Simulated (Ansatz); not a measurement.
# One crystal, many levels of theory: Cs2HgSe2 (Pbam), part 2 of 3

Wanted: a ladder of band gaps for Cs2HgSe2 (Pbam), from density functionals to G0W0.

Ansatz 0.2.0; density functionals, hybrids and G0W0, plane waves, PAW. Known limits of the many-body steps: finite bands, screening cutoff and k mesh; no spin-orbit coupling in G0W0; d shells not analysed; screening cutoff under 40 eV in some runs.

So far. Step 4 (PBE+SOC on the 4×2×6 mesh): Over mesh and listed points the gap is 1.921 eV, from k = (0.500, 0.000, 0.000) to k = Γ. The least direct gap found is 1.990 eV, at k = Γ. PBE+SOC against PBE: 1.921 − 1.997 = −0.076 eV. Mesh, set of files and cutoff are the same, but the valence top lies at another k point, so this need not be the shift of one pair of states.

In doubt: masses and optical values from hybrid runs of this build are listed as unsure (step 10), which bears on the screening that GW takes from such a start.

## Step 6: HSE06 on the 2×2×4 mesh

HSE06 mixes in a quarter of exact exchange at short range.

This step: DFT, HSE06, plane waves, PAW; PAW set soft_1.

The input, input.yaml:

```yaml
crystal:
  lattice:
    - [8.1849, 0.0, 0.0]
    - [0.0, 10.3302, 0.0]
    - [0.0, 0.0, 4.7112]
  atoms:
    - { symbol: Cs, position: [0.39222, 0.83311, 0.5] }
    - { symbol: Cs, position: [0.60778, 0.16689, 0.5] }
    - { symbol: Cs, position: [0.89222, 0.66689, 0.5] }
    - { symbol: Cs, position: [0.10778, 0.33311, 0.5] }
    - { symbol: Hg, position: [0.5, 0.5, 0.0] }
    - { symbol: Hg, position: [0.0, 0.0, 0.0] }
    - { symbol: Se, position: [0.23025, 0.59445, 0.0] }
    - { symbol: Se, position: [0.76975, 0.40555, 0.0] }
    - { symbol: Se, position: [0.73025, 0.90555, 0.0] }
    - { symbol: Se, position: [0.26975, 0.09445, 0.0] }
kpoints:
  mp_grid: { grid: [2, 2, 4] }
  band_path:
    path:
      - [0.0, 0.0, 0.0]
      - [0.5, 0.0, 0.0]
      - [0.5, 0.5, 0.0]
      - [0.0, 0.5, 0.0]
      - [0.0, 0.0, 0.5]
      - [0.5, 0.0, 0.5]
      - [0.5, 0.5, 0.5]
      - [0.0, 0.5, 0.5]
      - [0.4, 0.0, 0.0]
    npoints: 1
hamiltonian:
  xc: hse06
  pseudopotentials: { kind: paw, azcp: { folder: soft_1 } }
scf:
  occupations: { method: fixed }
  n_extra_bands: 7
output:
  eigenvalues: true
  write_density: true
  write_potential: true
  elf: true
  volumetric_format: npy
```

Launch:

```sh
> ansatz run input.yaml --threads 2 --pin off --max-ram 92160MiB --backend cuda --events-out ev --progress --plain --runs-dir out --devices 1 --max-vram 13GiB
```

Numbers of over 12 decimals in the logs are rounded to 6 here.

Log:

```text
[...]
GPUs: using 1 of 1 available (devices: 1).
[...]
davidson cushion auto → on  (no smearing: the cushion is to keep the highest requested band from converging to the state above it; pin scf.eigensolver.cushion to override)
[...]
GPU FFT provider: cuFFT
GPU libraries: cuBLAS 13.8.2, cuFFT 12.4.0, cuSOLVER 12.3.4
Crystal: 10 atoms, lattice volume = 398.340 Å³
Basis set: ecut = 420 eV, 7743 PW (Γ)
[...]
E sigma→0 (E₀):  -72232.609236 eV
Fermi energy:    4.559147 eV
[...]
--- Band table (eV; the first three rows and the last of 12) ---
  k-point 0: bands = [... 66 lower, 4.1905, 4.3491, 4.4942, 4.5264, 7.4476, 8.2459, 8.6789, 9.1534, ... 3 higher]
  k-point 1: bands = [... 66 lower, 3.9600, 4.0582, 4.2066, 4.2173, 7.8724, 8.3454, 8.3711, 9.1670, ... 3 higher]
  k-point 2: bands = [... 66 lower, 3.8184, 3.9308, 3.9646, 4.2222, 8.1616, 8.1909, 8.3935, 8.4152, ... 3 higher]
  k-point 11: bands = [... 66 lower, 3.8303, 3.8303, 4.4488, 4.4488, 7.7476, 7.7476, 8.7527, 8.7527, ... 3 higher]
[key lines of the parts left out:]
Free energy (F): -72232.609236 eV
```

Run time: 84 s. Hardware: 1 × NVIDIA H100 80GB HBM3 (shared by 6 runs) with 2 threads of AMD EPYC 7R13 (Zen 3), shared host; peak memory 1.8 GiB.

Numbers from this step:

| Quantity | Value |
| --- | --- |
| gap | 2.883 eV |
| valence top at | k = (0.400, 0.000, 0.000) |
| conduction bottom at | Γ |
| least direct gap | 2.921 eV |
| exact-exchange fraction | 0.25 |

Over mesh and listed points the gap is 2.883 eV, from k = (0.400, 0.000, 0.000) to k = Γ. The least direct gap found is 2.921 eV, at k = Γ. On the 2×2×4 mesh alone the same run gives 2.888 eV, so that mesh misses an edge of HSE06: 2.888 − 2.883 = +0.005 eV. HSE06 against PBE: 2.883 − 1.997 = +0.886 eV. The runs also differ in mesh (4×2×6 and 2×2×4), so how much of this comes from the functional alone is not known.

## Step 7: PBE0 on the 2×2×4 mesh

PBE0 mixes in a quarter of exact exchange at all distances.

This step: DFT, PBE0, plane waves, PAW; PAW set soft_1.

Changes to input.yaml since step 6:

```diff
@@ -31,3 +31,3 @@
 hamiltonian:
-  xc: hse06
+  xc: pbe0
   pseudopotentials: { kind: paw, azcp: { folder: soft_1 } }
@@ -38,5 +38 @@
   eigenvalues: true
-  write_density: true
-  write_potential: true
-  elf: true
-  volumetric_format: npy
```

Log:

```text
[...]
GPUs: using 1 of 1 available (devices: 1).
[...]
GPU FFT provider: cuFFT
GPU libraries: cuBLAS 13.8.2, cuFFT 12.4.0, cuSOLVER 12.3.4
Crystal: 10 atoms, lattice volume = 398.340 Å³
Basis set: ecut = 420 eV, 7743 PW (Γ)
Bands: 77, of which v1, the nominal top of the filled ones, is band 70 counted from 1 (69 counted from 0)
Symmetry: 8 space group operations
[...]
k-points: 12 of 16
[...]
E sigma→0 (E₀):  -72222.591457 eV
Fermi energy:    4.189318 eV
[...]
--- Band table (eV; the first three rows and the last of 12) ---
  k-point 0: bands = [... 66 lower, 3.8161, 3.9761, 4.1231, 4.1561, 7.7665, 8.5768, 9.0305, 9.4958, ... 3 higher]
  k-point 1: bands = [... 66 lower, 3.5796, 3.6770, 3.8272, 3.8396, 8.2061, 8.6876, 8.7019, 9.5124, ... 3 higher]
  k-point 2: bands = [... 66 lower, 3.4335, 3.5426, 3.5791, 3.8436, 8.5007, 8.5289, 8.7233, 8.7605, ... 3 higher]
  k-point 11: bands = [... 66 lower, 3.4409, 3.4409, 4.0758, 4.0758, 8.0791, 8.0791, 9.1038, 9.1038, ... 3 higher]
[key lines of the parts left out:]
Free energy (F): -72222.591457 eV
```

Wall time 77 s (1 × NVIDIA H100 80GB HBM3 (shared by 6 runs) with 2 threads); peak memory 1.8 GiB; 1.9 min of CPU time.

This step gave:

```
gap                     : 3.571 eV
valence top at          : k = (0.400, 0.000, 0.000)
conduction bottom at    : Γ
least direct gap        : 3.610 eV
exact-exchange fraction : 0.25
```

Over mesh and listed points the gap is 3.571 eV, from k = (0.400, 0.000, 0.000) to k = Γ. The least direct gap found is 3.610 eV, at k = Γ. On the 2×2×4 mesh alone the same run gives 3.577 eV, so that mesh misses an edge of PBE0: 3.577 − 3.571 = +0.006 eV. PBE0 against HSE06: 3.571 − 2.883 = +0.688 eV, with the same mesh, files and cutoff, and both edges at the same k points.

## Step 8: DDH-PBE0 on the 2×2×4 mesh

The input asks for a share of exact exchange of one over the crystal's ε∞, which the program works out first.

This step: DFT, dielectric-dependent PBE0 (fraction 1/eps_inf of PBE), plane waves, PAW; PAW set soft_1.

Changes to input.yaml since step 7:

```diff
@@ -16,2 +16,3 @@
     - { symbol: Se, position: [0.26975, 0.09445, 0.0] }
+  host: atoms
 kpoints:
@@ -31,3 +32,6 @@
 hamiltonian:
-  xc: pbe0
+  xc:
+    exchange: pbe
+    correlation: pbe
+    exx: { coeff: inverse_dielectric }
   pseudopotentials: { kind: paw, azcp: { folder: soft_1 } }
```

Log:

```text
[...]
the fraction of exact exchange is that of a crystal of Cs4Hg2Se4
GPUs: using 1 of 1 available (devices: 1).
[...]
a weight of exact exchange comes from the crystal, and the text's number only plans the run
Solving k-mesh 2×2×4 for the fraction of exact exchange
[...]
E sigma→0 (E₀):  -72221.709315 eV
Fermi energy:    4.227999 eV
[...]
--- Band table (eV; the first three rows and the last of 12) ---
  k-point 0: bands = [... 66 lower, 3.8558, 4.0158, 4.1619, 4.1951, 7.7432, 8.5556, 9.0019, 9.4720, ... 3 higher]
  k-point 1: bands = [... 66 lower, 3.6198, 3.7173, 3.8672, 3.8794, 8.1819, 8.6632, 8.6807, 9.4883, ... 3 higher]
  k-point 2: bands = [... 66 lower, 3.4741, 3.5837, 3.6204, 3.8837, 8.4803, 8.5087, 8.7018, 8.7319, ... 3 higher]
  k-point 11: bands = [... 66 lower, 3.4822, 3.4822, 4.1150, 4.1150, 8.0594, 8.0594, 9.0743, 9.0743, ... 3 higher]
[key lines of the parts left out:]
Free energy (F): -72221.709315 eV
```

It took 1.8 min on 1 × NVIDIA H100 80GB HBM3 (shared by 6 runs) with 2 threads; peak memory 3 GiB.

Numbers from this step:

```
gap                     : 3.509 eV
valence top at          : k = (0.400, 0.000, 0.000)
conduction bottom at    : Γ
least direct gap        : 3.548 eV
exact-exchange fraction : 0.2404
```

Over mesh and listed points the gap is 3.509 eV, from k = (0.400, 0.000, 0.000) to k = Γ. The least direct gap found is 3.548 eV, at k = Γ. On the 2×2×4 mesh alone the same run gives 3.515 eV, so that mesh misses an edge of DDH-PBE0: 3.515 − 3.509 = +0.006 eV. DDH-PBE0 against PBE0: 3.509 − 3.571 = −0.062 eV, with the same mesh, files and cutoff, and both edges at the same k points.

## Step 9: G0W0@PBE, 2×2×4 mesh, 904 empty bands, screening to 100 eV, PAW set soft_1 files

G0W0 replaces the xc potential by a self-energy built once from the orbitals of the start. Levels are corrected in the window of bands that the input names, at points of the mesh.

This step: G0W0 on PBE, plane waves, PAW; PAW set soft_1.

The input, input.yaml:

```yaml
crystal:
  lattice:
    - [8.1849, 0.0, 0.0]
    - [0.0, 10.3302, 0.0]
    - [0.0, 0.0, 4.7112]
  atoms:
    - { symbol: Cs, position: [0.39222, 0.83311, 0.5] }
    - { symbol: Cs, position: [0.60778, 0.16689, 0.5] }
    - { symbol: Cs, position: [0.89222, 0.66689, 0.5] }
    - { symbol: Cs, position: [0.10778, 0.33311, 0.5] }
    - { symbol: Hg, position: [0.5, 0.5, 0.0] }
    - { symbol: Hg, position: [0.0, 0.0, 0.0] }
    - { symbol: Se, position: [0.23025, 0.59445, 0.0] }
    - { symbol: Se, position: [0.76975, 0.40555, 0.0] }
    - { symbol: Se, position: [0.73025, 0.90555, 0.0] }
    - { symbol: Se, position: [0.26975, 0.09445, 0.0] }
kpoints:
  mp_grid: { grid: [2, 2, 4] }
hamiltonian:
  xc: pbe
  pseudopotentials: { kind: paw, azcp: { folder: soft_1 } }
scf:
  occupations: { method: fixed }
gw:
  n_empty_bands: 904
  ecut_chi: 100.0
  qp_bands: [v3, c3]
  qp_kpoints: band_edges
  screening: { model: contour_deformation }
```

Log:

```text
GPUs: using 1 of 1 available (devices: 1).
[...]
GPU FFT provider: cuFFT
GPU libraries: cuBLAS 13.8.2, cuFFT 12.4.0, cuSOLVER 12.3.4
Crystal: 10 atoms, lattice volume = 398.340 Å³
Basis set: ecut = 420 eV, 7743 PW (Γ)
Bands: 84, of which v1, the nominal top of the filled ones, is band 70 counted from 1 (69 counted from 0)
Symmetry: 8 space group operations
[...]
k-points: 12 of 16
[...]
1    69      4.8464   -17.2206     2.0825   -14.1659  0.7506     3.8489     3.8742  root
[...]
11    70      5.0727   -17.5896     2.0290   -14.6114  0.7527     4.1013     4.1236  root
    11    71      7.5731    -5.0437    -3.0349    -8.3459  0.8119     7.8415     7.8405  root
    11    72      7.5731    -5.0437    -3.0349    -8.3459  0.8119     7.8415     7.8405  root
    11    73      8.3470   -10.3413    -3.3543   -14.4101  0.7874     9.0708     9.0615  root
[key lines of the parts left out:]
SCF converged after 10 iterations
Free energy (F): -72199.938719 eV
Fermi energy:    5.173163 eV
```

The job ended after 1.8 min (1 × NVIDIA H100 80GB HBM3 (shared by 6 runs) with 2 threads; peak memory 4.5 GiB).

Numbers from this step:

| Quantity | Value |
| --- | --- |
| bands summed | 974 |
| RPA ε∞ on this mesh (eigenvalues) | 3.318, 3.607, 4.579 |
| plane waves in the screening matrix | 923 |
| G0W0 gap over the corrected points | 3.437 eV |
| k of the valence top | -0.5, 0, 0 |
| k of the conduction bottom | 0, 0, 0 |
| starting gap on the mesh | 2.004 eV |
| Z at the valence top | 0.7535 |
| Z at the conduction bottom | 0.8034 |
| least direct G0W0 gap over the corrected points | 3.472 eV |

Over all 12 irreducible mesh points the G0W0 gap is 3.437 eV, from k = (-0.500, 0.000, 0.000) to k = Γ. The PBE gap of this run on the mesh is 2.004 eV. The two states that bound the G0W0 gap lie that far apart at the start, so the correction of the gap is 3.437 − 2.004 = +1.433 eV.

## Step 10: G0W0@HSE06, 2×2×4 mesh, 420 empty bands, screening to 60 eV, PAW set soft_1 files

This step: G0W0 on HSE06, plane waves, PAW; PAW set soft_1.

Changes to input.yaml since step 9:

```diff
@@ -19,3 +19,3 @@
 hamiltonian:
-  xc: pbe
+  xc: hse06
   pseudopotentials: { kind: paw, azcp: { folder: soft_1 } }
@@ -24,4 +24,4 @@
 gw:
-  n_empty_bands: 904
-  ecut_chi: 100.0
+  n_empty_bands: 420
+  ecut_chi: 60
   qp_bands: [v3, c3]
```

Log:

```text
GPUs: using 1 of 1 available (devices: 1).
[...]
GPU FFT provider: cuFFT
GPU libraries: cuBLAS 13.8.2, cuFFT 12.4.0, cuSOLVER 12.3.4
Crystal: 10 atoms, lattice volume = 398.340 Å³
Basis set: ecut = 420 eV, 7743 PW (Γ)
Bands: 84, of which v1, the nominal top of the filled ones, is band 70 counted from 1 (69 counted from 0)
Symmetry: 8 space group operations
[...]
k-points: 12 of 16
[...]
1    68      4.0582   -17.0870     2.0754   -14.6693  0.7846     3.7140     3.7160  root
     1    69      4.2066   -17.2236     2.0507   -14.8335  0.7872     3.8654     3.8673  root
[...]
11    70      4.4488   -17.5526     2.0219   -15.2197  0.7891     4.1363     4.1377  root
    11    71      7.7476    -4.7720    -2.7952    -7.9115  0.8385     8.0932     8.0920  root
    11    72      7.7476    -4.7720    -2.7952    -7.9115  0.8385     8.0932     8.0920  root
    11    73      8.7527    -9.7859    -2.9763   -13.5725  0.8207     9.5710     9.5631  root
[key lines of the parts left out:]
Free energy (F): -72232.609236 eV
Fermi energy:    4.559137 eV
```

It took 3 min on 1 × NVIDIA H100 80GB HBM3 (shared by 6 runs) with 2 threads; peak memory 3.4 GiB; 3.7 min of CPU time.

This step gave:

```
bands summed                                    : 490
RPA ε∞ on this mesh (eigenvalues)               : 2.885, 3.103, 3.870
plane waves in the screening matrix             : 415
G0W0 gap over the corrected points              : 3.781 eV
k of the valence top                            : -0.5, 0, 0
k of the conduction bottom                      : 0, 0, 0
starting gap on the mesh                        : 2.888 eV
Z at the valence top                            : 0.7896
Z at the conduction bottom                      : 0.8326
least direct G0W0 gap over the corrected points : 3.823 eV
```

Over all 12 irreducible mesh points the G0W0 gap is 3.781 eV, from k = (-0.500, 0.000, 0.000) to k = Γ. The HSE06 gap of this run on the mesh is 2.888 eV. The two states that bound the G0W0 gap lie that far apart at the start, so the correction of the gap is 3.781 − 2.888 = +0.893 eV. G0W0@HSE06 against G0W0@PBE with 490 bands (a further run, in the table below): 3.781 − 3.358 = +0.423 eV, with the same mesh, files and cutoffs, and both edges at the same k points.

## Step 11: G0W0@r2SCAN, 2×2×4 mesh, 420 empty bands, screening to 60 eV, PAW set soft_1 files

This step: G0W0 on r2SCAN, plane waves, PAW; PAW set soft_1.

Changes to input.yaml since step 10:

```diff
@@ -19,3 +19,3 @@
 hamiltonian:
-  xc: hse06
+  xc: r2scan
   pseudopotentials: { kind: paw, azcp: { folder: soft_1 } }
```

Log:

```text
GPUs: using 1 of 1 available (devices: 1).
[...]
GPU FFT provider: cuFFT
GPU libraries: cuBLAS 13.8.2, cuFFT 12.4.0, cuSOLVER 12.3.4
Crystal: 10 atoms, lattice volume = 398.340 Å³
Basis set: ecut = 500 eV, 10101 PW (Γ), exchange–correlation on 240×320×144 points (64 copies of the dense FFT grid, shifted against one another)
Bands: 84, of which v1, the nominal top of the filled ones, is band 70 counted from 1 (69 counted from 0)
[...]
1    69      4.5878   -17.3502     2.2111   -14.5874  0.7688     4.0297     4.0361  root
[...]
11    70      4.8128   -17.6974     2.1750   -15.0121  0.7711     4.2974     4.3025  root
    11    71      7.5635    -4.9733    -2.8450    -8.3018  0.8252     8.0500     8.0471  root
    11    72      7.5635    -4.9733    -2.8450    -8.3018  0.8252     8.0500     8.0471  root
    11    73      8.4166   -10.3900    -3.0561   -14.5163  0.8046     9.5059     9.4867  root
[key lines of the parts left out:]
SCF converged after 10 iterations
Free energy (F): -72326.537825 eV
Fermi energy:    4.916486 eV
```

Wall time 42 s (1 × NVIDIA H100 80GB HBM3 (shared by 6 runs) with 2 threads); peak memory 3.2 GiB; 56 s of CPU time.

Numbers from this step:

```yaml
bands_summed: 490
rpa_eps_infinity_on_this_mesh_eigenvalues: 3.029, 3.301, 4.199
plane_waves_in_the_screening_matrix: 415
g0w0_gap_over_the_corrected_points: 3.604 eV
k_of_the_valence_top: -0.5, 0, 0
k_of_the_conduction_bottom: 0, 0, 0
starting_gap_on_the_mesh: 2.348 eV
z_at_the_valence_top: 0.7717
z_at_the_conduction_bottom: 0.8175
least_direct_g0w0_gap_over_the_corrected_points: 3.641 eV
```

Over all 12 irreducible mesh points the G0W0 gap is 3.604 eV, from k = (-0.500, 0.000, 0.000) to k = Γ. The r2SCAN gap of this run on the mesh is 2.348 eV. The two states that bound the G0W0 gap lie that far apart at the start, so the correction of the gap is 3.604 − 2.348 = +1.256 eV. G0W0@r2SCAN against G0W0@HSE06 with 490 bands: 3.604 − 3.781 = −0.177 eV. The runs also differ in plane-wave cutoff (420 eV and 500 eV), so how much of this comes from the start alone is not known.

(Continued in part 3 of 3.)

[Paths, hosts, dates, memory and timing lines, banners, echoed tables and standing remarks are left out of the program output.]

[Logs are printed without paths, hosts, clocks, repeated set-up lines and the standing remarks that a program may print on its own settings, such as how far it seeks lower states.]

[Runs of the session that timed out or met a known fault of the program may be left out.]

[Cells called generated may have been cut or substituted from an entry of the Crystallography Open Database or the Materials Project.]

[Hosts, paths, dates, database ids (printed as entryN), source tags and the programs' standing remarks are cut or masked in the printed files.]

[Where an RPA ε∞ is given, it is that of the G0W0 mesh and is not shown converged in it. Names of k-points follow the symmetry that the program found, which can be lower than the space group named. Band edges on a path are those of the sampled points; other points can move an edge, and change direct to indirect where valleys lie close.]

[Hybrid gaps are those of their k-mesh and are not shown converged in it.]
